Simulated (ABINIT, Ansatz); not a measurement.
# Converging GW for K2H6Pt (Fm-3m) in ABINIT, part 2 of 2

Aim: raise bands and screening cutoff together for K2H6Pt (Fm-3m) and follow gap and time.

ABINIT 10.8.3; LDA and many-body steps on it, plane waves. Known limits of the many-body steps: not at the basis limit; no spin polarisation; d states lean on the start; no spin-orbit coupling; coarse k mesh.

So far. Step 3 (Screening, 2×2×2 mesh, 48 bands, screening to 62.6 eV): Local fields lower ε∞ by 21 %. On a Γ-centred mesh this coarse the value itself is usually too large, while a short band sum pulls it down. Step 4 (48 bands, 62.6 eV): The gap on the mesh goes from 3.72 eV to 5.98 eV, a correction of +2.26 eV.

### Step 6. 109 bands, 114.3 eV

This step: G0W0 on LDA, plane waves, norm-conserving pseudopotentials.

Contents of run.abi:

```
acell 3*1.0 Angstrom
rprim 
  0.000000000000 4.060020550000 4.060020550000
  4.060020550000 0.000000000000 4.060020550000
  4.060020550000 4.060020550000 0.000000000000
ntypat 3
znucl 19 1 78
natom 9
typat 1 1 2 2 2 2 2 2 3
xred 
  0.750000000000 0.750000000000 0.750000000000
  0.250000000000 0.250000000000 0.250000000000
  0.797862200000 0.797862200000 0.202137800000
  0.202137800000 0.797862200000 0.202137800000
  0.797862200000 0.202137800000 0.202137800000
  0.202137800000 0.202137800000 0.797862200000
  0.797862200000 0.202137800000 0.797862200000
  0.202137800000 0.797862200000 0.797862200000
  0.000000000000 0.000000000000 0.000000000000
pp_dirpath "pseudos"
pseudos "K.upf, H.upf, Pt.upf"
ecut 34
ngkpt 2 2 2
nshiftk 1
shiftk 0 0 0
kptopt 1
chksymbreak 0
istwfk *1
occopt 1
irdwfk 1
optdriver 4
nband 109
gwcalctyp 0
ecutsigx 34
symsigma 1
nkptgw 3
kptgw 
  0.5000000000 0.0000000000 0.0000000000
  0.5000000000 0.5000000000 0.0000000000
  0.0000000000 0.0000000000 0.0000000000
bdgw 
  20 23
  20 23
  19 24
ecuteps 4.2
irdscr 1
ppmodel 1
indata_prefix "in"
outdata_prefix "out"
tmpdata_prefix "tmp"
```

On the command line:

```console
> OMP_NUM_THREADS=1 mpirun -n 4 abinit run.abi > log
```

Numbers of over 12 decimals in the logs are rounded to 6 here.

The program printed:

```text
.Version 10.8.3 of ABINIT. v10.8.2 released Aug 2026.

 Symmetries : space group Fm -3 m (#225); Bravais cF (face-center cubic)
[... echo of the input left out ...]
== DATASET  1 ==================================================================
-   mpi_nproc: 4, omp_nthreads: 1 (-1 if OMP is not activated)

--- !DatasetInfo
iteration_state: {dtset: 1, }
dimensions: {natom: 9, nkpt: 3, mband: 109, nsppol: 1, nspinor: 1, nspden: 1, mpw: 8609, }
cutoff_energies: {ecut:  34.0, pawecutdg:  -1.0, }
electrons: {nelect:   4.20000000E+01, charge:   0.00000000E+00, occopt:   1.00000000E+00, tsmear:   1.00000000E-02, }

 SIGMA: Calculation of the GW corrections

 Based on a program developped by R.W. Godby, V. Olevano, G. Onida, and L. Reining.
 Incorporated in ABINIT by V. Olevano, G.-M. Rignanese, and M. Torrent.
.Using double precision arithmetic ; gwpc =  8

[... cell and pseudopotentials left out ...]
--------------------------------------------------------------------------------

 ==== K-mesh for the wavefunctions ====
 Number of points in the irreducible wedge :     3
[... list of points left out ...]
 Together with 48 symmetry operations and time-reversal symmetry
 yields     8 points in the full Brillouin Zone.

 ==== Q-mesh for screening function ====
 Number of points in the irreducible wedge :     3
[... list of points left out ...]
 Together with 48 symmetry operations and time-reversal symmetry
 yields     8 points in the full Brillouin Zone.

 vcoul_init : cutoff-mode = AUXILIARY_FUNCTION
 q-points for optical limit:   1
     1)      0.000010    0.000020    0.000030
 setmesh: FFT mesh size selected  =    60x   60x   60
          total number of points  =       216000

 Number of electrons calculated from density =   42.0000; Expected =   42.0000
[...]
Perturbative Calculation

--- !SelfEnergy_ee
iteration_state: {dtset: 1, }
kpoint     : [   0.500,    0.000,    0.000, ]
spin       : 1
KS_gap     :    5.469
QP_gap     :    8.148
Delta_QP_KS:    2.679
data: !SigmaeeData |
     Band     E0 <VxcDFT>   SigX SigC(E0)      Z dSigC/dE  Sig(E)    E-E0       E
       20   0.204 -11.659 -14.635   1.861   0.822  -0.217 -12.576  -0.917  -0.713
       21   0.204 -11.659 -14.635   1.861   0.822  -0.217 -12.576  -0.917  -0.713
       22   5.673 -11.930  -7.508  -2.332   0.843  -0.186 -10.169   1.762   7.435
[...]
--- !SelfEnergy_ee
iteration_state: {dtset: 1, }
kpoint     : [   0.500,    0.500,    0.000, ]
spin       : 1
KS_gap     :    3.838
QP_gap     :    6.234
Delta_QP_KS:    2.396
data: !SigmaeeData |
     Band     E0 <VxcDFT>   SigX SigC(E0)      Z dSigC/dE  Sig(E)    E-E0       E
[...]
--- !SelfEnergy_ee
iteration_state: {dtset: 1, }
kpoint     : [   0.000,    0.000,    0.000, ]
spin       : 1
KS_gap     :    5.219
QP_gap     :    7.450
Delta_QP_KS:    2.232
data: !SigmaeeData |
     Band     E0 <VxcDFT>   SigX SigC(E0)      Z dSigC/dE  Sig(E)    E-E0       E
[...]
23   6.121 -12.607  -7.789  -2.421   0.842  -0.187 -10.588   2.019   8.140
       24   6.121 -12.607  -7.789  -2.421   0.842  -0.187 -10.588   2.019   8.140

 New Fermi energy :        8.683446E-02 Ha ,    2.362886E+00 eV

 === QP Band Gaps ===
  >>>> For spin  1
   Minimum direct gap =   6.2344 [eV], located at k-point      :   0.5000  0.5000  0.0000
   Fundamental gap    =   6.0662 [eV], Top of valence bands at :   0.5000  0.0000  0.0000
                                       Bottom of conduction at :   0.5000  0.5000  0.0000

== END DATASET(S) ==============================================================
================================================================================

 -outvars: echo values of variables after computation  --------
           etotal      0.0000000000E+00
            nband         109
             nkpt           3
          spgroup         225
 [... the other variables as echoed above ...]

 Calculation completed.
```

The job ended after 14 s (4 MPI ranks of Arm Neoverse V1, shared host; peak memory 1 GiB; 57 s of CPU time).

This step gave:

| Quantity | Value |
| --- | --- |
| G0W0 gap on the points computed | 6.066 eV |
| starting gap on the mesh | 3.719 eV |
| k of the valence top | 0.5, 0, 0 |
| k of the conduction bottom | 0.5, 0.5, 0 |
| Z at the valence top | 0.822 |
| Z at the conduction bottom | 0.851 |
| least direct G0W0 gap on the computed points | 6.234 eV |

Against G0W0 in ABINIT (2×2×2 mesh, 48 bands, screening to 62.6 eV, Godby-Needs plasmon pole), the gap moves by +0.084 eV.

### Step 7. Screening, 2×2×2 mesh, 238 bands, screening to 176.9 eV

This step: RPA screening on LDA, plane waves, norm-conserving pseudopotentials.

Edit run.abi of step 6 so:

```diff
@@ -30,19 +30,8 @@
 irdwfk 1
-optdriver 4
-nband 109
-gwcalctyp 0
-ecutsigx 34
-symsigma 1
-nkptgw 3
-kptgw 
-  0.5000000000 0.0000000000 0.0000000000
-  0.5000000000 0.5000000000 0.0000000000
-  0.0000000000 0.0000000000 0.0000000000
-bdgw 
-  20 23
-  20 23
-  19 24
-ecuteps 4.2
-irdscr 1
-ppmodel 1
+optdriver 3
+nband 238
+ecuteps 6.5
+inclvkb 2
+awtr 1
+symchi 1
 indata_prefix "in"
```

The program printed:

```text
.Version 10.8.3 of ABINIT. v10.8.2 released Aug 2026.

 Symmetries : space group Fm -3 m (#225); Bravais cF (face-center cubic)
[... echo of the input left out ...]
== DATASET  1 ==================================================================
-   mpi_nproc: 4, omp_nthreads: 1 (-1 if OMP is not activated)

--- !DatasetInfo
iteration_state: {dtset: 1, }
dimensions: {natom: 9, nkpt: 3, mband: 238, nsppol: 1, nspinor: 1, nspden: 1, mpw: 8609, }
cutoff_energies: {ecut:  34.0, pawecutdg:  -1.0, }
[...]
--------------------------------------------------------------------------------
[... chi0 elements left out ...]
 For q-point:  0.000010 0.000020 0.000030
  dielectric constant =   3.0051
  dielectric constant without local fields =   3.8815

  Average fulfillment of the sum rule on Im[epsilon] for q-point    1 :     75.55  [%]
[... wings left out ...]
  q-point number  2        q = ( 0.500000, 0.000000, 0.000000) [r.l.u.]
--------------------------------------------------------------------------------
[... chi0 elements left out ...]
  Average fulfillment of the sum rule on Im[epsilon] for q-point    2 :     79.63  [%]

 [... 1 further q-points ...]
```

Run time: 64 s. Hardware: 4 MPI ranks; peak memory 2.4 GiB.

This step gave:

```yaml
eps_infinity_with_local_fields_on_this_mesh_along_the_program_s_q_direction: 3.005
the_same_without_local_fields: 3.881
plasma_frequency: 20.80 eV
plane_waves_in_the_screening_matrix: 725
```

### Step 8. 238 bands, 176.9 eV

This step: G0W0 on LDA, plane waves, norm-conserving pseudopotentials.

Edit run.abi of step 7 so:

```diff
@@ -30,8 +30,19 @@
 irdwfk 1
-optdriver 3
+optdriver 4
 nband 238
+gwcalctyp 0
+ecutsigx 34
+symsigma 1
+nkptgw 3
+kptgw 
+  0.5000000000 0.0000000000 0.0000000000
+  0.5000000000 0.5000000000 0.0000000000
+  0.0000000000 0.0000000000 0.0000000000
+bdgw 
+  20 23
+  20 23
+  19 24
 ecuteps 6.5
-inclvkb 2
-awtr 1
-symchi 1
+irdscr 1
+ppmodel 1
 indata_prefix "in"
```

The program printed:

```text
.Version 10.8.3 of ABINIT. v10.8.2 released Aug 2026.

 Symmetries : space group Fm -3 m (#225); Bravais cF (face-center cubic)
[... echo of the input left out ...]
== DATASET  1 ==================================================================
-   mpi_nproc: 4, omp_nthreads: 1 (-1 if OMP is not activated)

--- !DatasetInfo
iteration_state: {dtset: 1, }
dimensions: {natom: 9, nkpt: 3, mband: 238, nsppol: 1, nspinor: 1, nspden: 1, mpw: 8609, }
cutoff_energies: {ecut:  34.0, pawecutdg:  -1.0, }
[...]
Minimum direct gap =   6.3344 [eV], located at k-point      :   0.5000  0.5000  0.0000
   Fundamental gap    =   6.1747 [eV], Top of valence bands at :   0.5000  0.0000  0.0000
                                       Bottom of conduction at :   0.5000  0.5000  0.0000

== END DATASET(S) ==============================================================
================================================================================

 -outvars: echo values of variables after computation  --------
           etotal      0.0000000000E+00
            nband         238
             nkpt           3
          spgroup         225
 [... the other variables as echoed above ...]

 Calculation completed.
```

Run time: 80 s. Hardware: 4 MPI ranks; peak memory 2.2 GiB; 5.3 min of CPU time.

This step gave:

```
G0W0 gap on the points computed              : 6.175 eV
starting gap on the mesh                     : 3.719 eV
k of the valence top                         : 0.5, 0, 0
k of the conduction bottom                   : 0.5, 0.5, 0
least direct G0W0 gap on the computed points : 6.335 eV
```

Against G0W0 in ABINIT (2×2×2 mesh, 109 bands, screening to 114.3 eV, Godby-Needs plasmon pole), the gap moves by +0.109 eV.

### Step 9. Side by side

Times are wall times on 4 MPI ranks of Arm Neoverse V1, shared host, good to a factor of about two. A run's time includes the screening step that it read.

```
                run   mesh  bands  screening cutoff (eV)  DFT gap (eV)  gap on the mesh (eV)  direct (eV)  ε∞ used     time
  48 bands, 62.6 eV  2×2×2     48                   62.6         3.719                 5.982        6.160     2.98     14 s
109 bands, 114.3 eV  2×2×2    109                  114.3         3.719                 6.066        6.234     3.00     34 s
238 bands, 176.9 eV  2×2×2    238                  176.9         3.719                 6.175        6.335     3.01  2.4 min
```

### Step 10. Summary of results

| Property | Result |
| --- | --- |
| 48 bands, 62.6 eV | 5.982 eV |
| 109 bands, 114.3 eV | 6.066 eV |
| 238 bands, 176.9 eV | 6.175 eV |
| known limits | not at the basis limit; no spin polarisation; d states lean on the start; no spin-orbit coupling; coarse k mesh |

**Reading.** From the first rung to the last the gap moves by +0.19 eV for 10 times the time. The steps are not yet shrinking, so no limit is drawn. The 2×2×2 mesh is coarse for this cell, which bears on the long-range parts of exchange and screening. The runs have no spin polarisation. For a closed low-spin shell that is the natural state; where a d or f shell is open it is a constraint, and the gap is then not the crystal's own. With d states at the gap, one-shot GW leans hard on its start. The many-body steps are scalar-relativistic: spin-orbit coupling is not in them.

[Paths, hosts, dates, memory and timing lines, banners, echoed tables and standing remarks are left out of the program output.]

[Logs are printed without paths, hosts, clocks, repeated set-up lines and the standing remarks that a program may print on its own settings, such as how far it seeks lower states.]

[Runs of the session that timed out or met a known fault of the program may be left out.]

[Hosts, paths, dates, database ids (printed as entryN), source tags and the programs' standing remarks are cut or masked in the printed files.]

[G0W0 gaps are taken among the corrected bands and points alone; a level outside them can change the order at an edge.]

[Where Ansatz stands beside ABINIT at settings called matched, ABINIT's density can come from a denser mesh and the files from another edition; pairs whose starting gaps differed by over 0.03 eV were left out, so agreement reads better than it is.]
